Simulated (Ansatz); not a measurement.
## Work function of Ir(100): what the settings cost and change

Aim: the numerical settings behind the work function of Ir(100), with the cost of each.

Method: plane-wave DFT, PBE, Ansatz PAW, in Ansatz 0.2.0.

Report form: the programs' logs are mostly left out.

### 1. Starting point

The cell holds 7 atoms: 7 Ir. Its edges and angles: a = 2.715 Å, b = 2.715 Å, c = 29.520 Å, α = 90.0°, β = 90.0°, γ = 90.0°. Vacuum lies along c.

### 2. Run, setting cutoff 200 eV

A work function rests on the faint tail of the density, so the SCF threshold is tight. The cutoff is raised first; then mesh and smearing are varied at the default cutoff.

Input file input.yaml:

```yaml
crystal:
  lattice:
    - [2.7152900398, 0.0, 0.0]
    - [0.0, 2.7152900398, 0.0]
    - [0.0, 0.0, 29.52]
  atoms:
    - { symbol: Ir, position: [0.0, 0.0, 0.3048780488] }
    - { symbol: Ir, position: [0.5, 0.5, 0.3699186992] }
    - { symbol: Ir, position: [0.0, 0.0, 0.4349593496] }
    - { symbol: Ir, position: [0.5, 0.5, 0.5] }
    - { symbol: Ir, position: [0.0, 0.0, 0.5650406504] }
    - { symbol: Ir, position: [0.5, 0.5, 0.6300813008] }
    - { symbol: Ir, position: [0.0, 0.0, 0.6951219512] }
kpoints:
  mp_grid: { grid: [15, 15, 1] }
hamiltonian:
  xc: pbe
scf:
  occupations: { method: fermi_dirac, width: 0.1 }
  convergence: { dr2_threshold: 1.0e-09 }
efield:
  axis: 3
  dipole_correction: true
  ramp_position: 0.97
  ramp_width: 0.06
basis:
  ecutwfc: "200 eV"
output:
  write_potential: true
  write_density: true
  volumetric_format: npy
  elf: true
```

Run with:

```console
$ ansatz run input.yaml --threads 2 --pin off --max-ram 3072MiB --backend cpu --events-out ev --progress --plain --runs-dir out
```

It took 47 s on 2 threads of Arm Neoverse N1, shared host; peak memory 0.45 GiB; 77 s of CPU time.

Numbers from this step:

```yaml
energy_at_zero_smearing: -83472.6923 eV
work_function_upper_face: 6.096 eV
```

Running mean over 1.92 Å of the planar mean; the ramp of the sawtooth is left out. The electron's electrostatic potential energy less the Fermi level by z:

```tsv
z (Å)	electron's electrostatic potential energy less the Fermi level (eV)
3.28	6.03
3.90	5.99
4.51	5.95
5.12	5.89
5.74	5.81
6.36	5.63
6.97	4.96
7.58	1.60
8.20	-6.17
8.81	-11.8
9.43	-12.9
10.04	-13.2
10.66	-13.4
11.28	-13.5
11.89	-13.5
12.51	-13.5
13.12	-13.5
13.73	-13.5
14.35	-13.5
15.17	-13.5
15.79	-13.5
16.40	-13.5
17.02	-13.5
17.63	-13.5
18.25	-13.5
18.86	-13.4
19.48	-13.2
20.09	-12.9
20.70	-11.8
21.32	-6.17
21.93	1.60
22.55	4.96
23.16	5.63
23.78	5.81
24.39	5.89
25.01	5.95
25.62	5.99
26.24	6.03
```

Electrostatic potential energy in the ca plane at fractional y = 0.000, with atoms of Ir within 0.2 Å of it. With pseudopotentials it is smooth inside the atoms' cores, unlike the true potential.

Values in eV, 5 rows by 16 columns, each cell a mean:
```
-17  10  -7 -58  -8  10 -16 -57   0  10 -25 -50   6  14  14  14
  3   8   5 -12   5   8   3 -11   7   8   0  -8  11  14  14  14
  8   7   8   5   8   6   8   5   8   7   8   6  12  14  14  14
 -3   9   2 -28   1   9  -2 -27   5   9  -7 -22  10  14  14  14
-21  11 -10 -64 -12  10 -20 -63  -2  10 -31 -56   5  14  14  14
```
Columns run along c (16.0 Å, from fractional 0.32 to 0.86 of the cell; values clipped at the 3rd and 97th percentile), rows up along a (2.7 Å). Atoms in or near the plane, at fractional coordinates: Ir at (0.43, 0.00), Ir at (0.57, 0.00), Ir at (0.70, 0.00).

Valence density in the ca plane at fractional y = 0.000, with atoms of Ir within 0.2 Å of it. It is the smooth field of the valence electrons, not physical close to the nuclei.

Values in e/Å³, 5 rows by 16 columns, each cell a mean:
```
2.1 0.2 1.2 6.2 1.3 0.2 1.9 6.1 0.7 0.2 2.9 5.4 0.3 0.0 0.0 0.0
0.6 0.3 0.4 1.3 0.5 0.3 0.5 1.3 0.4 0.3 0.7 1.2 0.1 0.0 0.0 0.0
0.3 0.4 0.3 0.4 0.3 0.4 0.3 0.4 0.3 0.4 0.4 0.4 0.1 0.0 0.0 0.0
0.9 0.3 0.6 2.7 0.6 0.3 0.9 2.6 0.4 0.3 1.3 2.3 0.2 0.0 0.0 0.0
2.6 0.2 1.5 7.4 1.7 0.2 2.4 7.2 0.9 0.2 3.6 6.4 0.4 0.0 0.0 0.0
```
Columns run along c (16.0 Å, from fractional 0.32 to 0.86 of the cell), rows up along a (2.7 Å). Atoms in or near the plane, at fractional coordinates: Ir at (0.43, 0.00), Ir at (0.57, 0.00), Ir at (0.70, 0.00).

ELF in the ca plane at fractional y = 0.000, with atoms of Ir within 0.2 Å of it. It is the smooth field of the valence electrons, not physical close to the nuclei.

Values, 5 rows by 16 columns, each cell a mean:
```
0.42 0.20 0.34 0.61 0.35 0.21 0.40 0.61 0.29 0.20 0.47 0.60 0.24 0.01 0.00 0.00
0.28 0.34 0.30 0.35 0.30 0.35 0.29 0.34 0.31 0.34 0.28 0.36 0.18 0.01 0.00 0.00
0.29 0.34 0.32 0.30 0.32 0.35 0.32 0.29 0.33 0.34 0.28 0.36 0.19 0.01 0.00 0.00
0.32 0.32 0.30 0.47 0.30 0.33 0.31 0.47 0.31 0.31 0.34 0.46 0.19 0.01 0.00 0.00
0.45 0.15 0.36 0.59 0.37 0.15 0.43 0.59 0.29 0.15 0.50 0.59 0.26 0.01 0.00 0.00
```
Columns run along c (16.0 Å, from fractional 0.32 to 0.86 of the cell), rows up along a (2.7 Å). Atoms in or near the plane, at fractional coordinates: Ir at (0.43, 0.00), Ir at (0.57, 0.00), Ir at (0.70, 0.00).

The work function is 6.096 eV. The program marks this work function as in doubt.

### 3. Slab

input.yaml: that of step 2 with these lines changed.

```diff
@@ -26,3 +26,3 @@
 basis:
-  ecutwfc: "200 eV"
+  ecutwfc: "300 eV"
 output:
@@ -31,2 +31 @@
   volumetric_format: npy
-  elf: true
```

It took 64 s on 2 threads; peak memory 0.59 GiB.

The work function is 5.557 eV, -0.539 eV from the run “cutoff 200 eV”, at 1.3 times its CPU time.

### 4. Run

input.yaml: that of step 3 with these lines changed.

```diff
@@ -26,3 +26,3 @@
 basis:
-  ecutwfc: "300 eV"
+  ecutwfc: "420 eV"
 output:
```

The job ended after 90 s (2 threads; peak memory 0.82 GiB; 2.5 min of CPU time).

The work function is 5.547 eV, -0.548 eV from the run “cutoff 200 eV”, at 2.0 times its CPU time.

### 5. Run

input.yaml: that of step 4 with these lines changed.

```diff
@@ -26,3 +26,3 @@
 basis:
-  ecutwfc: "420 eV"
+  ecutwfc: "600 eV"
 output:
```

Elapsed: 2.4 min, on 2 threads; peak memory 1.2 GiB; 4.1 min of CPU time.

The work function is 5.547 eV, +0.000 eV from the run “cutoff 420 eV”, at 1.6 times its CPU time.

### 6. Slab

input.yaml: that of step 5 with these lines changed.

```diff
@@ -14,3 +14,3 @@
 kpoints:
-  mp_grid: { grid: [15, 15, 1] }
+  mp_grid: { grid: [3, 3, 1] }
 hamiltonian:
@@ -25,4 +25,2 @@
   ramp_width: 0.06
-basis:
-  ecutwfc: "600 eV"
 output:
```

Wall time 10 s (2 threads); peak memory 0.43 GiB.

The work function is 5.450 eV, -0.097 eV from the run “cutoff 420 eV”, at 0.091 times its CPU time.

### 7. Slab

input.yaml: that of step 6 with these lines changed.

```diff
@@ -14,3 +14,3 @@
 kpoints:
-  mp_grid: { grid: [3, 3, 1] }
+  mp_grid: { grid: [5, 5, 1] }
 hamiltonian:
```

Run time: 19 s. Hardware: 2 threads; peak memory 0.46 GiB.

The work function is 5.396 eV, -0.151 eV from the run “cutoff 420 eV”, at 0.18 times its CPU time.

### 8. Run

input.yaml: that of step 7 with these lines changed.

```diff
@@ -14,3 +14,3 @@
 kpoints:
-  mp_grid: { grid: [5, 5, 1] }
+  mp_grid: { grid: [10, 10, 1] }
 hamiltonian:
```

Run time: 50 s. Hardware: 2 threads; peak memory 0.63 GiB.

The work function is 5.570 eV, +0.023 eV from the run “cutoff 420 eV”, at 0.56 times its CPU time.

### 9. Run

input.yaml: that of step 8 with these lines changed.

```diff
@@ -14,3 +14,3 @@
 kpoints:
-  mp_grid: { grid: [10, 10, 1] }
+  mp_grid: { grid: [22, 22, 1] }
 hamiltonian:
```

It took 3.1 min on 2 threads; peak memory 1.3 GiB.

The work function is 5.548 eV, +0.001 eV from the run “cutoff 420 eV”, at 2.1 times its CPU time.

### 10. Slab

input.yaml: that of step 9 with these lines changed.

```diff
@@ -14,3 +14,3 @@
 kpoints:
-  mp_grid: { grid: [22, 22, 1] }
+  mp_grid: { grid: [15, 15, 1] }
 hamiltonian:
@@ -18,3 +18,3 @@
 scf:
-  occupations: { method: fermi_dirac, width: 0.1 }
+  occupations: { method: gaussian, width: 0.05 }
   convergence: { dr2_threshold: 1.0e-09 }
```

Elapsed: 89 s, on 2 threads; peak memory 0.82 GiB.

The work function is 5.584 eV, +0.037 eV from the run “cutoff 420 eV”, at 1.0 times its CPU time.

### 11. Slab

input.yaml: that of step 10 with these lines changed.

```diff
@@ -18,3 +18,3 @@
 scf:
-  occupations: { method: gaussian, width: 0.05 }
+  occupations: { method: methfessel_paxton, width: 0.2 }
   convergence: { dr2_threshold: 1.0e-09 }
```

Run time: 88 s. Hardware: 2 threads; peak memory 0.82 GiB; 2.5 min of CPU time.

The work function is 5.561 eV, +0.014 eV from the run “cutoff 420 eV”, at 1.0 times its CPU time.

### 12. Slab

input.yaml: that of step 11 with these lines changed.

```diff
@@ -18,3 +18,3 @@
 scf:
-  occupations: { method: methfessel_paxton, width: 0.2 }
+  occupations: { method: fermi_dirac, width: 0.3 }
   convergence: { dr2_threshold: 1.0e-09 }
```

Elapsed: 1.8 min, on 2 threads; peak memory 0.88 GiB.

The work function is 5.497 eV, -0.051 eV from the run “cutoff 420 eV”, at 1.2 times its CPU time.

### 13. Slab

input.yaml: that of step 12 with these lines changed.

```diff
@@ -18,3 +18,3 @@
 scf:
-  occupations: { method: fermi_dirac, width: 0.3 }
+  occupations: { method: cold, width: 0.1 }
   convergence: { dr2_threshold: 1.0e-09 }
```

Wall time 86 s (2 threads); peak memory 0.82 GiB; 2.5 min of CPU time.

The work function is 5.570 eV, +0.023 eV from the run “cutoff 420 eV”, at 0.99 times its CPU time.

### 14. The series together

Times are for 2 threads of Arm Neoverse N1, shared host. The series side by side:

```tsv
no.	setting	work function, upper face (eV)	time	memory (GiB)
1	cutoff 200 eV	6.096	47 s	0.45
2	cutoff 300 eV	5.557	64 s	0.59
3	cutoff 420 eV	5.547	90 s	0.82
4	cutoff 600 eV	5.547	2.4 min	1.2
5	mesh 3x3	5.450	10 s	0.43
6	mesh 5x5	5.396	19 s	0.46
7	mesh 10x10	5.570	50 s	0.63
8	mesh 22x22	5.548	3.1 min	1.3
9	Gaussian smearing 0.05 eV	5.584	89 s	0.82
10	methfessel_paxton smearing 0.2 eV	5.561	88 s	0.82
11	fermi_dirac smearing 0.3 eV	5.497	1.8 min	0.88
12	cold smearing 0.1 eV	5.570	86 s	0.82
```

### 15. The same run with other settings

An input spoilt on purpose, to show how the run answers: it repeats the earlier run “cutoff 200 eV” with total_charge to 10, and scf.max_iter set to 75; its output block differs too.

input.yaml: that of step 13 with these lines changed.

```diff
@@ -18,4 +18,5 @@
 scf:
-  occupations: { method: cold, width: 0.1 }
+  occupations: { method: fermi_dirac, width: 0.1 }
   convergence: { dr2_threshold: 1.0e-09 }
+  max_iter: 75
 efield:
@@ -25,2 +26,4 @@
   ramp_width: 0.06
+basis:
+  ecutwfc: "200 eV"
 output:
@@ -29 +32,2 @@
   volumetric_format: npy
+total_charge: 10
```

Run time: 0.03 s. Hardware: 2 threads; peak memory 0.06 GiB.

The program refused the input before any cycle.

The program's message: “Error: efield: with total_charge ≠ 0 without external_charges — the saw-weighted dipole of a charged cell depends on the ramp position (the isolated-slab reference a dipole correction restores does no …”

The fault put into the input: a net charge in a cell with a dipole correction and no gate.

### 16. Outcome

```yaml
work_function_cutoff_200_ev: 6.096 eV
work_function_cutoff_420_ev: 5.547 eV
work_function_cutoff_600_ev: 5.547 eV
work_function_mesh_5x5: 5.396 eV
```

What this shows: The run at the highest cutoff gives 5.55 eV, and the settings tried spread the value from 5.40 to 6.10 eV. Against 600 eV, a cutoff of 200 eV is off by +0.548 eV. Against 600 eV, a cutoff of 420 eV is off by -0.000 eV. Against the finest mesh, 22 points along a, the coarser ones are off by -0.10 (3), -0.15 (5) and +0.02 (10) eV. The smearing schemes and widths spread it over 0.09 eV. The program marks the value as in doubt in “cutoff 200 eV”. A compiled measured value is 5.96 eV (arxiv:1902.07811, 2019), but the real face reconstructs and these slabs don't, so it is no test of the method. The ladder's slabs use the tabulated experimental lattice constant (two decimals; a low-temperature value for the alkali metals). In 1 run of the series (cutoff 200 eV) the program warns that electrons reach the sawtooth's ramp, which makes dipole and work function less sure.

[Logs are printed without paths, hosts, clocks, repeated set-up lines and the standing remarks that a program may print on its own settings, such as how far it seeks lower states.]

[Hosts, paths, dates, database ids (printed as entryN), source tags and the programs' standing remarks are cut or masked in the printed files.]

[Maps of the electrostatic potential energy from Ansatz leave out the sawtooth potential of an applied field or a dipole correction, so their vacuum need not be flat; planar profiles and work functions include it.]
